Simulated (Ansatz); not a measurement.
**How BiN (hypothetical, Fm-3m) expands on warming**

Wanted: α(T), C_P(T) and B(T) of BiN (hypothetical) in the quasi-harmonic approximation. The compound is hypothetical: it was made by swapping elements on a known structure type.

Calculated with Ansatz 0.2.0; DFT PBE, scalar-relativistic, plane waves, PAW.

## 1. Starting point

The structure is cubic, space group Fm-3m (No. 225). Conventional cell: a = 4.051 Å, b = 4.051 Å, c = 4.051 Å, α = 90.00°, β = 90.00°, γ = 90.00°. Nearest to Bi lie 6 N at 2.03 Å. Nearest to N lie 6 Bi at 2.03 Å. Farther neighbours and most contacts between anions are not listed.

## 2. Probe on a coarse mesh

A cheap single point shows whether the cell is a metal or an insulator and how far it is from rest; that sets the k-mesh and the occupations of what follows.

File input.yaml:

```yaml
crystal:
  lattice:
    - [0.0, 2.02566, 2.02566]
    - [2.02566, 0.0, 2.02566]
    - [2.02566, 2.02566, 0.0]
  atoms:
    - { symbol: Bi, position: [0.0, 0.0, 0.0] }
    - { symbol: "N", position: [0.5, 0.5, 0.5] }
kpoints:
  mp_grid: { grid: [8, 8, 8] }
hamiltonian:
  xc: pbe
scf:
  occupations: { method: gaussian, width: 0.1 }
output:
  forces: true
  stress: true
  eigenvalues: true
```

Launch:

```
$ ansatz run input.yaml --threads 4 --pin off --max-ram 8192MiB --backend cpu --events-out ev --progress --plain --runs-dir out
```

Numbers of over 12 decimals in the logs are rounded to 6 here.

Log:

```text
Engine: ansatz 0.2.0, aarch64-unknown-linux-gnu
Pseudopotentials: kind: paw
Pseudopotential: Bi, paw, valence charge 15, recommended cutoff 420 eV (normal), Bi.paw.azcp
Pseudopotential: N, paw, valence charge 5, recommended cutoff 420 eV (normal), N.paw.azcp
Functional definition: PBE
  parameter kappa = 0.804
  parameter beta = 0.066725
  exchange = pbe_x(kappa = kappa, mu = beta*pi^2/3)
  correlation = pbe_c(beta = beta)
Crystal: 2 atoms, lattice volume = 16.624 Å³
Basis set: ecut = 420 eV, 331 PW (Γ), exchange–correlation on 40×40×40 points (8 copies of the dense FFT grid, shifted against one another)
Bands: 14, of which v1, the nominal top of the filled ones, is band 10 counted from 1 (9 counted from 0)
Symmetry: 48 space group operations
Space group: Fm-3m (ITA 225), of the structure as read, at distance tolerance 2.6e-5 Å
k-points: 29 of 512
Non-local potential: Bi, projectors of the file, l = 0: 2, l = 1: 2, l = 2: 2, l = 3: 2
Non-local potential: N, projectors of the file, l = 0: 2, l = 1: 2, l = 2: 1
PAW form: soft (Blöchl's): semilocal exchange-correlation on the pseudo side does not see the compensation charge
PAW one-centre angular grid: Bi, 590 points (default); XC on 64 Gauss nodes
PAW one-centre angular grid: N, 110 points (default); XC on 64 Gauss nodes
Initial density: superposition of atomic densities (neutral atoms: chi_scale 0, normalization atom), corrected by the library's trained network
Initial wavefunctions: pseudopotential atomic-orbital guess
Functional: x = pbe(κ = 0.804, μ = 0.219515), c = pbe(β = 0.066725)
SCF iter   1: F=—  HF=-12766.940226 eV  |F-HF|=—  |Δ(HF+E_count)|=         —  Δρ=1.93e-2  dr2=3.17e-2  ethr=1.77e-3  ⟨swp⟩=5.8  Hψ=2356  notcnv=0
preconditioner: auto → none  [metal: Δε(μ)=0.016 eV  Ē_g=24.659 eV  σ=0.100 eV  W_gap=0.09  n_scr=8 (ndim 8)  ℏωp=40.7 eV  f_vac=0.000  D(μ)=1.06/eV (n_scr^D=14)  sad-step TF]
SCF iter   2: F=—  HF=-12766.937719 eV  |F-HF|=—  |Δ(HF+E_count)|=   2.51e-3  Δρ=1.19e-2  dr2=1.36e-2  ethr=1.58e-4  ⟨swp⟩=1.4  Hψ=652  notcnv=0
SCF iter   3: F=—  HF=-12766.935292 eV  |F-HF|=—  |Δ(HF+E_count)|=   2.43e-3  Δρ=9.05e-4  dr2=8.47e-5  ethr=6.82e-5  ⟨swp⟩=2.1  Hψ=530  notcnv=0
SCF iter   4: F=—  HF=-12766.935314 eV  |F-HF|=—  |Δ(HF+E_count)|=   2.15e-5  Δρ=2.91e-4  dr2=7.32e-6  ethr=4.23e-7  ⟨swp⟩=2.2  Hψ=710  notcnv=0
iter 5 did not close the SCF: its close was put off for the readings that it lacked (scf_convergence_deferred on its scf_iter line)
SCF iter   5: F=-12766.935314 eV  HF=-12766.935314 eV  |F-HF|=9.67e-9  |Δ(HF+E_count)|=   2.78e-7  Δρ=2.67e-5  dr2=5.07e-8  ethr=3.66e-8  ⟨swp⟩=2.0  Hψ=676  notcnv=0
SCF iter   6: F=-12766.935314 eV  HF=-12766.935314 eV  |F-HF|=5.68e-10  |Δ(HF+E_count)|=   5.16e-9  Δρ=4.19e-6  dr2=9.21e-10  ethr=2.53e-10  ⟨swp⟩=5.2  Hψ=2314  notcnv=0
SCF 1 converged in 6 iterations: F = -12766.935314 eV  dr2 = 9.21e-10
  greatest PAW one-centre occupation: 0.996 electrons in one spin orbital (limit 2), on the Bi atom at site 0 (counted from 0), in its partial waves of l = 2
SCF converged after 6 iterations
Free energy (F): -12766.935314 eV
Harris-Foulkes:  -12766.935314 eV  (|F-HF|=5.68e-10)
Internal energy: -12766.930128 eV  (E = F + TS)
E sigma→0 (E₀):  -12766.932721 eV
Entropy (-TS):   -0.005186 eV (-2.593 meV/atom)
Fermi energy:    32.409097 eV
--- Per-component energies (eV) ---
  E_band       = 276.278514
  E_kinetic    = 481.810115
  E_local      = -766.707532  (includes V_loc(G=0)·N_el)
  E_nonlocal   = 622.701988
  E_hartree    = 244.313258
  E_xc         = -227.718185
  E_vxc        = -242.424193  (∫ρ·V_xc dr)
  E_paw        = -10793.833540  (= ΣΔE_a)
  E_vpaw       = -307.728169  (= ΣTr[D̂ρ^β])
  E_aug_tail   = -0.000232  (compensation charges beyond the density's cutoff)
  E_ewald      = -2327.496000
  E_smearing   = -0.005186  (= −TS)
  E_closure    = 0.000000  (closes the sum)
  Σ components = -12766.935314   (vs F -12766.935314, Δ=0.00e0)
--- Forces (eV/Å), atoms counted from 1 ---
  atom   1  Bi    -0.00000000     0.00000000    -0.00000000
  atom   2  N      0.00000000    -0.00000000    -0.00000000
  max |Σ_I F_I| component: 1.06e-29 eV/Å
--- Stress (GPa, compression-positive) ---
      410.255243       0.000000       0.000000
       -0.000000     410.255243       0.000000
        0.000000       0.000000     410.255243
  P = ⅓ Tr σ = 410.2552 GPa (4102.552 kbar)
--- Band table (eV; the first three rows and the last of 29) ---
  k-point 0: bands = [... 6 lower, 24.7090, 24.7090, 24.7090, 28.3758, 36.9774, 43.5170, 43.5170, 43.5170]
  k-point 1: bands = [... 6 lower, 22.8630, 25.0667, 25.0667, 29.9882, 36.4274, 41.2680, 41.7637, 41.7637]
  k-point 2: bands = [... 6 lower, 19.8440, 25.9783, 25.9783, 31.2696, 35.1422, 38.6275, 38.6275, 41.1267]
  k-point 28: bands = [... 6 lower, 18.5047, 19.3103, 19.3103, 31.8284, 36.3020, 36.3020, 37.4206, 45.2990]
```

It took 0.27 s on 4 threads of Arm Neoverse V2, shared host; peak memory 0.26 GiB.

Numbers from this step:

* pressure: 410.3 GPa
* volume per atom: 8.312 Å³
* gap on the k-mesh: 0.03236 eV

The start is under 410 GPa at this level and looks like a metal on this mesh.

## 3. A loose first relaxation

The start is far from rest, so a relaxation with loose thresholds first brings it near the minimum.

Edit input.yaml of step 2 so:

```diff
@@ -18 +18,6 @@
   eigenvalues: true
+relax:
+  adjacent_minimum: "off"
+  f_tol: 0.05
+  max_steps: 80
+  cell: { stress_tol: 0.5 }
```

Log:

```text
[...]
Crystal: 2 atoms, lattice volume = 16.624 Å³
Basis set: ecut = 420 eV, 331 PW (Γ), exchange–correlation on 40×40×40 points (8 copies of the dense FFT grid, shifted against one another)
Bands: 14, of which v1, the nominal top of the filled ones, is band 10 counted from 1 (9 counted from 0)
Symmetry: 48 space group operations
[...]
k-points: 29 of 512
[...]
SCF iter   1: F=—  HF=-12766.940226 eV  |F-HF|=—  |Δ(HF+E_count)|=         —  Δρ=1.93e-2  dr2=3.17e-2  ethr=1.77e-3  ⟨swp⟩=5.8  Hψ=2356  notcnv=0
[...]
SCF iter   6: F=-12766.935314 eV  HF=-12766.935314 eV  |F-HF|=5.68e-10  |Δ(HF+E_count)|=   5.16e-9  Δρ=4.19e-6  dr2=9.21e-10  ethr=2.53e-10  ⟨swp⟩=5.2  Hψ=2314  notcnv=0
SCF 1 converged in 6 iterations: F = -12766.935314 eV  dr2 = 9.21e-10
[...]
relax step   1: F+E_penalty+E_count = -12766.93531390 eV  Δ(F+E_penalty+E_count) = +0.000e0 eV  max|allowed force component| = 7.494e-30 eV/Å  Δτ_max = 0.0000 Å  P = +410.255 GPa  Ω = 16.624 Å³  (6 SCF iters, dr2 threshold 1.00e-7 eV, accepted)
Crystal: 2 atoms, lattice volume = 19.175 Å³
Basis set: ecut = 420 eV, 339 PW (Γ), exchange–correlation on 40×40×40 points (8 copies of the dense FFT grid, shifted against one another)
[...]
iter 1 solved again at ethr=2.16e-3 eV; its pass at ethr=3.10e-3 eV (dr2=4.31e-1 eV) is discarded
[...]
SCF iter   6: F=-12772.040593 eV  HF=-12772.040593 eV  |F-HF|=5.11e-9  |Δ(HF+E_count)|=   7.86e-8  Δρ=1.07e-5  dr2=6.79e-9  ethr=8.34e-10  ⟨swp⟩=4.9  Hψ=2129  notcnv=0
SCF 2 converged in 6 iterations: F = -12772.040593 eV  dr2 = 6.79e-9
[...]
relax step   2: F+E_penalty+E_count = -12772.04059323 eV  Δ(F+E_penalty+E_count) = -5.105e0 eV  max|allowed force component| = 4.733e-30 eV/Å  Δτ_max = 0.0000 Å  P = +245.248 GPa  Ω = 19.175 Å³  energy of the carried Pulay correction = -9.691e-3 eV  (6 SCF iters, dr2 threshold 2.00e-7 eV, accepted)
Crystal: 2 atoms, lattice volume = 21.976 Å³
Basis set: ecut = 420 eV, 411 PW (Γ), exchange–correlation on 40×40×40 points (8 copies of the dense FFT grid, shifted against one another)
[...]
SCF iter   6: F=-12775.297568 eV  HF=-12775.297568 eV  |F-HF|=6.08e-9  |Δ(HF+E_count)|=   2.30e-7  Δρ=8.40e-6  dr2=5.65e-9  ethr=1.00e-9  ⟨swp⟩=6.6  Hψ=2086  notcnv=0
SCF 3 converged in 6 iterations: F = -12775.297568 eV  dr2 = 5.65e-9
[...]
relax step   3: F+E_penalty+E_count = -12775.29756849 eV  Δ(F+E_penalty+E_count) = -3.257e0 eV  max|allowed force component| = 2.104e-29 eV/Å  Δτ_max = 0.0000 Å  P = +137.898 GPa  Ω = 21.976 Å³  energy of the carried Pulay correction = -1.886e-2 eV  (6 SCF iters, dr2 threshold 2.00e-7 eV, accepted)
[... from here on, the SCF cycles and remarks between the steps are left out ...]
relax step   4: F+E_penalty+E_count = -12777.22981223 eV  Δ(F+E_penalty+E_count) = -1.932e0 eV  max|allowed force component| = 3.911e-30 eV/Å  Δτ_max = 0.0000 Å  P = +66.021 GPa  Ω = 25.118 Å³  energy of the carried Pulay correction = -2.772e-2 eV  (6 SCF iters, dr2 threshold 2.00e-7 eV, accepted)
relax step   5: F+E_penalty+E_count = -12778.07073317 eV  Δ(F+E_penalty+E_count) = -8.409e-1 eV  max|allowed force component| = 5.489e-30 eV/Å  Δτ_max = 0.0000 Å  P = +16.747 GPa  Ω = 28.547 Å³  energy of the carried Pulay correction = -3.603e-2 eV  (6 SCF iters, dr2 threshold 2.00e-7 eV, accepted)
relax step   6: F+E_penalty+E_count = -12778.14321663 eV  Δ(F+E_penalty+E_count) = -7.248e-2 eV  max|allowed force component| = 6.968e-30 eV/Å  Δτ_max = 0.0000 Å  P = -2.093 GPa  Ω = 30.263 Å³  energy of the carried Pulay correction = -3.975e-2 eV  (6 SCF iters, dr2 threshold 2.00e-7 eV, accepted)
relax step   7: F+E_penalty+E_count = -12778.14496059 eV  Δ(F+E_penalty+E_count) = -1.744e-3 eV  max|allowed force component| = 4.470e-30 eV/Å  Δτ_max = 0.0000 Å  P = -0.013 GPa  Ω = 30.062 Å³  energy of the carried Pulay correction = -3.933e-2 eV  (6 SCF iters, dr2 threshold 2.00e-7 eV, accepted)
relax step   8: F+E_penalty+E_count = -12778.74685753 eV  Δ(F+E_penalty+E_count) = -6.019e-1 eV  max|allowed force component| = 5.193e-30 eV/Å  Δτ_max = 0.0000 Å  P = +20.667 GPa  Ω = 30.062 Å³  stress off target by 2.07e1 GPa  SCF on the basis re-selected at this cell (its energy is not comparable with the rows above)  (6 SCF iters)
relax step   9: F+E_penalty+E_count = -12778.92307288 eV  Δ(F+E_penalty+E_count) = -1.762e-1 eV  max|allowed force component| = 1.762e-29 eV/Å  Δτ_max = 0.0000 Å  P = +8.641 GPa  Ω = 32.088 Å³  energy of the carried Pulay correction = -5.014e-3 eV  (6 SCF iters, dr2 threshold 2.00e-7 eV, accepted)
relax step  10: F+E_penalty+E_count = -12778.96668133 eV  Δ(F+E_penalty+E_count) = -4.361e-2 eV  max|allowed force component| = 3.458e-29 eV/Å  Δτ_max = 0.0000 Å  P = +1.401 GPa  Ω = 33.719 Å³  energy of the carried Pulay correction = -1.095e-2 eV  (6 SCF iters, dr2 threshold 2.00e-7 eV, accepted)
relax step  11: F+E_penalty+E_count = -12778.96680130 eV  Δ(F+E_penalty+E_count) = -1.200e-4 eV  max|allowed force component| = 5.029e-30 eV/Å  Δτ_max = 0.0000 Å  P = +0.095 GPa  Ω = 34.054 Å³  energy of the carried Pulay correction = -1.240e-2 eV  (6 SCF iters, dr2 threshold 2.00e-7 eV, accepted)
Basis set: ecut = 420 eV, 645 PW (Γ), exchange–correlation on 50×50×50 points (8 copies of the dense FFT grid, shifted against one another)
[...]
SCF iter   6: F=-12778.979618 eV  HF=-12778.979618 eV  |F-HF|=7.28e-12  |Δ(HF+E_count)|=   1.06e-9  Δρ=2.39e-7  dr2=1.39e-11  ethr=1.46e-12  ⟨swp⟩=2.2  Hψ=1375  notcnv=0
SCF 12 converged in 6 iterations: F = -12778.979618 eV  dr2 = 1.39e-11
relax step  12: F+E_penalty+E_count = -12778.97961822 eV  Δ(F+E_penalty+E_count) = -1.282e-2 eV  max|allowed force component| = 3.648e-30 eV/Å  Δτ_max = 0.0000 Å  P = +0.173 GPa  Ω = 34.054 Å³  stress off target by 1.73e-1 GPa  SCF on the basis re-selected at this cell (its energy is not comparable with the rows above)  (6 SCF iters)
[...]
SCF converged after 6 iterations
Free energy (F): -12778.979618 eV
[...]
Internal energy: -12778.979611 eV  (E = F + TS)
E sigma→0 (E₀):  -12778.979614 eV
Entropy (-TS):   -0.000008 eV (-0.004 meV/atom)
Fermi energy:    12.883619 eV
[...]
--- Stress (GPa, compression-positive) ---
        0.173325      -0.000000      -0.000000
       -0.000000       0.173325      -0.000000
       -0.000000      -0.000000       0.173325
  P = ⅓ Tr σ = 0.1733 GPa (1.733 kbar)
--- Band table (eV; the first three rows and the last of 29) ---
  k-point 0: bands = [... 6 lower, 5.5333, 10.7154, 10.7154, 10.7154, 19.0579, 19.0579, 19.0579, 21.8745]
  k-point 1: bands = [... 6 lower, 5.0153, 10.7756, 10.7756, 11.0145, 17.4084, 18.3088, 18.3088, 20.9390]
  k-point 2: bands = [... 6 lower, 3.7736, 10.9478, 10.9478, 11.5639, 15.2403, 16.9456, 16.9456, 20.8419]
  k-point 28: bands = [... 6 lower, 2.7447, 7.3632, 7.3632, 12.2215, 15.1046, 17.2802, 17.2802, 23.1970]
--- Relaxed structure (10 steps of the walk, 10 accepted, 2 SCFs on fresh bases) ---
  F+E_penalty+E_count = -12778.97961822 eV   max|allowed force component| = 3.648e-30 eV/Å   (the final SCF, on the basis selected at the relaxed cell)
  cell:  # Å, volume = 34.0544 Å³
    - [0, 2.572653, 2.572653]
    - [2.572653, 0, 2.572653]
    - [2.572653, 2.572653, 0]
  atoms:
    - { symbol: Bi, position: [0, 0, 0] }
    - { symbol: N, position: [0.5, 0.5, 0.5] }
```

The job ended after 2.9 s (4 threads; peak memory 0.3 GiB; 8.7 s of CPU time).

Relaxation path:

```csv
step,energy less that of the first step (eV),largest force component (eV/Å),pressure (GPa),volume (Å³)
1,0.0000,0.0000,410.26,16.62
2,-5.1053,0.0000,245.25,19.18
3,-8.3623,0.0000,137.90,21.98
4,-10.2945,0.0000,66.02,25.12
5,-11.1354,0.0000,16.75,28.55
6,-11.2079,0.0000,-2.09,30.26
7,-11.2096,0.0000,-0.01,30.06
8*,-11.8115,0.0000,20.67,30.06
9,-11.9878,0.0000,8.64,32.09
10,-12.0314,0.0000,1.40,33.72
11,-12.0315,0.0000,0.10,34.05
12*,-12.0443,0.0000,0.17,34.05
```

Relaxation steps marked * repeat the geometry before them on a plane-wave basis chosen anew for their cell, so energy and pressure can jump there.

Forces are held to the 48 operations that the run works with; a distortion that breaks them can't arise in this run.

```csv
cell as run,before,after,change
a (Å),2.865,3.638,+27.0 %
b (Å),2.865,3.638,+27.0 %
c (Å),2.865,3.638,+27.0 %
volume (Å³/atom),8.31,17.03,+104.9 %
```

The relaxed structure:

```
Bi N
1.0
     0.00000    2.57265    2.57265
     2.57265    0.00000    2.57265
     2.57265    2.57265    0.00000
Bi N
1 1
Direct
  0.00000 0.00000 0.00000
  0.50000 0.50000 0.50000
```

This step gave:

- pressure: 0.1733 GPa
- volume per atom: 17.03 Å³
- gap on the k-mesh: 0.5116 eV

The relaxation ends with a pressure of 0.17 GPa.

[end of part 1 of 3]

[Logs are printed without paths, hosts, clocks, repeated set-up lines and the standing remarks that a program may print on its own settings, such as how far it seeks lower states.]

[Hosts, paths, dates, database ids (printed as entryN), source tags and the programs' standing remarks are cut or masked in the printed files.]

[A step with changed settings may run another functional than the one named; its input shows which.]

[Pressures of single members of a volume series are the stress at the run's cutoff; with an incomplete basis they can lie off −dE/dV of the same runs, and they are not shown converged.]
